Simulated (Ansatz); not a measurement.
# BaTiO3 (P4mm): how G0W0 depends on its starting point, part 2 of 2

Aim: G0W0 for BaTiO3 (P4mm) on several starting functionals, at one mesh, band count and screening cutoff.

Ansatz 0.2.0; G0W0 on several functionals, plane waves, PAW. Known limits of the many-body steps: not at the basis limit; no spin-orbit coupling.

So far. Step 2 (G0W0 on PBE): The gap on the mesh goes from 1.83 eV to 3.30 eV, a correction of +1.47 eV. Between the two edge states, bare exchange in place of the xc potential would open the gap by 12.68 eV, and correlation takes back 11.21 eV.

The database entry behind the starting cell differs from later determinations by our own check (c/a about 0.6 % short), so it need not match the best structure at ambient conditions.

In doubt: masses and optical values from hybrid runs of this build are listed as unsure (steps 3, 4), which bears on the screening that GW takes from such a start.

### 3. G0W0 on HSE06

One-shot GW remembers its start. Another functional's orbitals and levels show by how much.

This step: G0W0 on HSE06, plane waves, PAW.

The input, input.yaml:

```yaml
crystal:
  lattice:
    - [3.9998, 0.0, 0.0]
    - [0.0, 3.9998, 0.0]
    - [0.0, 0.0, 4.018]
  atoms:
    - { symbol: Ba, position: [0.0, 0.0, 0.0] }
    - { symbol: Ti, position: [0.5, 0.5, 0.49] }
    - { symbol: O, position: [0.5, 0.5, 0.019] }
    - { symbol: O, position: [0.5, 0.0, 0.517] }
    - { symbol: O, position: [0.0, 0.5, 0.517] }
kpoints:
  mp_grid: { grid: [6, 6, 6] }
hamiltonian:
  xc: hse06
  pseudopotentials: { kind: paw, source: ansatz }
scf:
  occupations: { method: fixed }
gw:
  n_empty_bands: 382
  ecut_chi: 190.0
  qp_bands: [v2, c2]
  qp_kpoints: band_edges
  screening: { model: contour_deformation }
```

Run with:

```bash
$ ansatz run input.yaml --threads 4 --pin off --max-ram 138240MiB --backend cuda --events-out ev --progress --plain --runs-dir out --devices 1 --max-vram 26GiB
```

Numbers of over 12 decimals in the logs are rounded to 6 here.

Log:

```text
GPUs: using 1 of 1 available (devices: 1).
[...]
davidson cushion auto → on  (no smearing: the cushion is to keep the highest requested band from converging to the state above it; pin scf.eigensolver.cushion to override)
[...]
GPU FFT provider: cuFFT
GPU libraries: cuBLAS 13.8.2, cuFFT 12.4.0, cuSOLVER 12.3.4
Crystal: 5 atoms, lattice volume = 64.282 Å³
Basis set: ecut = 930 eV, 4115 PW (Γ)
Bands: 25, of which v1, the nominal top of the filled ones, is band 20 counted from 1 (19 counted from 0)
Symmetry: 8 space group operations
[...]
k-points: 40 of 216 (time reversal used)
[...]
GPU buffer pool allocated for 91125 grid points (all kernels)
[...]
SCF iter   1: F=—  HF=-10146.571027 eV  |F-HF|=—  |Δ(HF+E_count)|=         —  Δρ=9.33e-2  dr2=7.55e0  ethr=1.00e-1  ⟨swp⟩=5.6  Hψ=3129  notcnv=0
[...]
SCF iter   7: F=-10144.584633 eV  HF=-10144.584867 eV  |F-HF|=2.34e-4  |Δ(HF+E_count)|=   1.43e-3  Δρ=8.19e-4  dr2=3.18e-4  ethr=2.17e-5  ⟨swp⟩=3.7  Hψ=2484  notcnv=0
SCF 1 stopped early in 7 iterations: F = -10144.584633 eV  dr2 = 3.18e-4
[...]
GPU FFT provider: cuFFT
GPU libraries: cuBLAS 13.8.2, cuFFT 12.4.0, cuSOLVER 12.3.4
[...]
GPU buffer pool allocated for 91125 grid points (all kernels)
[...]
Free energy (F): -10148.552705 eV
Frozen-core exchange: fock
[...]
Internal energy: -10148.552705 eV  (E = F + TS)
E sigma→0 (E₀):  -10148.552705 eV
Fermi energy:    9.305518 eV
[...]
--- Band table (eV; the first three rows and the last of 40) ---
  k-point 0: bands = [... 16 lower, 8.0619, 9.0326, 9.0726, 9.0726, 12.5445, 12.7453]
  k-point 1: bands = [... 16 lower, 7.8558, 8.4403, 8.9386, 8.9386, 12.5801, 13.2164]
  k-point 2: bands = [... 16 lower, 7.4865, 7.5857, 8.6999, 8.6999, 12.6537, 14.0740]
  k-point 39: bands = [... 16 lower, 6.8124, 9.2158, 9.2158, 9.3055, 15.2078, 15.2078]
  guard bands above this table: 3 of the run's 25 bands. The solve was not asked for them (output.publish_guard_bands: true or output.eigenvalues: true publishes all)
[...]
0    19      9.0726   -25.8196     3.7035   -22.1710  0.7649     9.1276     9.1276  root
     0    20      9.0726   -25.8196     3.7035   -22.1710  0.7649     9.1276     9.1276  root
     0    21     12.5445   -11.9744    -6.2055   -18.6027  0.7729    12.9695    12.9674  root
     0    22     12.7453   -12.3262    -6.0296   -18.8045  0.7720    13.1964    13.1940  root
     1    19      8.9386   -25.7570     3.7456   -22.0646  0.7639     8.9918     8.9918  root
     1    20      8.9386   -25.7570     3.7456   -22.0646  0.7639     8.9918     8.9918  root
     1    21     12.5801   -12.0365    -6.2476   -18.7100  0.7717    13.0082    13.0060  root
     1    22     13.2164   -12.9331    -6.1080   -19.5000  0.7631    13.6780    13.6753  root
[...]
39    19      9.2158   -25.8949     4.1153   -21.8759  0.7564     9.3120     9.3122  root
    39    20      9.3055   -25.9334     4.1403   -21.9018  0.7553     9.4141     9.4143  root
    39    21     15.2078   -14.2011    -7.2541   -21.8553  0.7176    15.6112    15.6079  root
    39    22     15.2078   -14.2011    -7.2541   -21.8553  0.7176    15.6112    15.6079  root
```

Elapsed: 7.9 min, on 1 × NVIDIA H100 80GB HBM3 (shared by 3 runs) with 4 threads of AMD EPYC 7R13 (Zen 3), shared host; peak memory 4.3 GiB.

This step gave:

| Quantity | Value |
| --- | --- |
| bands summed | 402 |
| RPA ε∞ on this mesh (eigenvalues) | 4.453, 4.608, 4.608 |
| plane waves in the screening matrix | 389 |
| q-points in the mesh | 216 |
| G0W0 gap on the mesh | 3.553 eV |
| k of the valence top | -0.5, -0.5, -0.5 |
| k of the conduction bottom | 0, 0, 0 |
| starting gap on the mesh | 3.239 eV |
| Z at the valence top | 0.7553 |
| Z at the conduction bottom | 0.7729 |
| least direct G0W0 gap on the computed points | 3.840 eV |

Against the run with 6×6×6 mesh, 382 empty bands, screening to 190 eV, hard PAW files on PBE, the gap moves by +0.26 eV, while the start moved by +1.41 eV.

### 4. G0W0 on PBE0

This step: G0W0 on PBE0, plane waves, PAW.

Edit input.yaml of step 3 so:

```diff
@@ -14,3 +14,3 @@
 hamiltonian:
-  xc: hse06
+  xc: pbe0
   pseudopotentials: { kind: paw, source: ansatz }
```

Log:

```text
GPUs: using 1 of 1 available (devices: 1).
[...]
GPU FFT provider: cuFFT
GPU libraries: cuBLAS 13.8.2, cuFFT 12.4.0, cuSOLVER 12.3.4
Crystal: 5 atoms, lattice volume = 64.282 Å³
Basis set: ecut = 930 eV, 4115 PW (Γ)
Bands: 25, of which v1, the nominal top of the filled ones, is band 20 counted from 1 (19 counted from 0)
Symmetry: 8 space group operations
[...]
k-points: 40 of 216 (time reversal used)
[...]
1    21     12.9329   -12.0176    -6.1014   -18.3227  0.7851    13.1371    13.1367  root
     1    22     13.5822   -12.9029    -5.9651   -19.0970  0.7774    13.8118    13.8112  root
[...]
39    19      8.8247   -25.9003     3.9706   -22.2804  0.7707     9.1742     9.1755  root
    39    20      8.9145   -25.9392     3.9953   -22.3068  0.7697     9.2761     9.2775  root
    39    21     15.5982   -14.1941    -7.0458   -21.4388  0.7366    15.7977    15.7971  root
    39    22     15.5982   -14.1941    -7.0458   -21.4388  0.7366    15.7977    15.7971  root
[key lines of the parts left out:]
Free energy (F): -10148.049066 eV
Fermi energy:    8.914495 eV
```

Wall time 4.4 min (1 × NVIDIA H100 80GB HBM3 (shared by 3 runs) with 4 threads); peak memory 4.2 GiB.

Numbers from this step:

```yaml
bands_summed: 402
rpa_eps_infinity_on_this_mesh_eigenvalues: 4.164, 4.287, 4.287
plane_waves_in_the_screening_matrix: 389
g0w0_gap_on_the_mesh: 3.819 eV
k_of_the_valence_top: -0.5, -0.5, -0.5
k_of_the_conduction_bottom: 0, 0, 0
starting_gap_on_the_mesh: 3.982 eV
least_direct_g0w0_gap_on_the_computed_points: 4.097 eV
```

Against the run with 6×6×6 mesh, 382 empty bands, screening to 190 eV, hard PAW files on HSE06, the gap moves by +0.27 eV, while the start moved by +0.74 eV.

### 5. Side by side

All on the 6×6×6 mesh with 382 empty bands and screening to 190 eV. Times are wall times on 1 × NVIDIA H100 80GB HBM3 (shared by 3 runs) with 4 threads of AMD EPYC 7R13 (Zen 3), shared host, good to a factor of about two.

```csv
start,starting gap (eV),shift (eV),G0W0 gap (eV),RPA ε∞ (harmonic mean),"Z (valence, conduction)",time
PBE,1.83,+1.47,3.30,6.14,"0.71, 0.73",3.1 min
HSE06,3.24,+0.31,3.55,4.56,"0.76, 0.77",7.9 min
PBE0,3.98,−0.16,3.82,4.25,"0.77, 0.79",4.4 min
```

How the two edges are built up, in eV (the quasiparticle level is the starting level plus Σx plus Σc less Vxc):

```csv
run,edge,start,Σx,Σc,Vxc,Z,QP
PBE,valence top,10.32,-25.85,4.57,-20.79,0.71,9.83
PBE,conduction bottom,12.16,-12.63,-6.64,-20.24,0.73,13.13
HSE06,valence top,9.31,-25.93,4.14,-21.90,0.76,9.41
HSE06,conduction bottom,12.54,-11.97,-6.21,-18.60,0.77,12.97
PBE0,valence top,8.91,-25.94,4.00,-22.31,0.77,9.28
PBE0,conduction bottom,12.90,-11.96,-6.06,-18.22,0.79,13.10
```

For a hybrid start, Vxc holds its share of exact exchange.

### 6. Summary of results

```json
{"G0W0@PBE": "3.30 eV (start 1.83 eV)", "G0W0@HSE06": "3.55 eV (start 3.24 eV)", "G0W0@PBE0": "3.82 eV (start 3.98 eV)", "known limits": "not at the basis limit; no spin-orbit coupling"}
```

**Reading.** The starting gaps span 2.15 eV and the G0W0 gaps 0.52 eV. Between PBE and PBE0, 0.52 eV of the 2.15 eV survives, 24 %. PBE0 screens less than PBE (ε∞ 4.25 against 6.14). Of the 0.52 eV by which its G0W0 gap is higher, the correlation part gives +1.15 eV, and exchange with the one-particle terms, which follow the orbitals, −0.63 eV. On PBE0 the correction is negative: that start lies above its own G0W0 value. The smallest correction, −0.16 eV, is on PBE0, the start nearest to reproducing itself. Bands and cutoff are finite, so the gap is not at the basis limit. The miss can reach some tenths of an eV and take either sign; the mesh is an error of its own. The many-body steps are scalar-relativistic: spin-orbit coupling is not in them.

[Paths, hosts, dates, memory and timing lines, banners, echoed tables and standing remarks are left out of the program output.]

[Logs are printed without paths, hosts, clocks, repeated set-up lines and the standing remarks that a program may print on its own settings, such as how far it seeks lower states.]

[Runs of the session that timed out or met a known fault of the program may be left out.]

[Cells called generated may have been cut or substituted from an entry of the Crystallography Open Database or the Materials Project.]

[Hosts, paths, dates, database ids (printed as entryN), source tags and the programs' standing remarks are cut or masked in the printed files.]
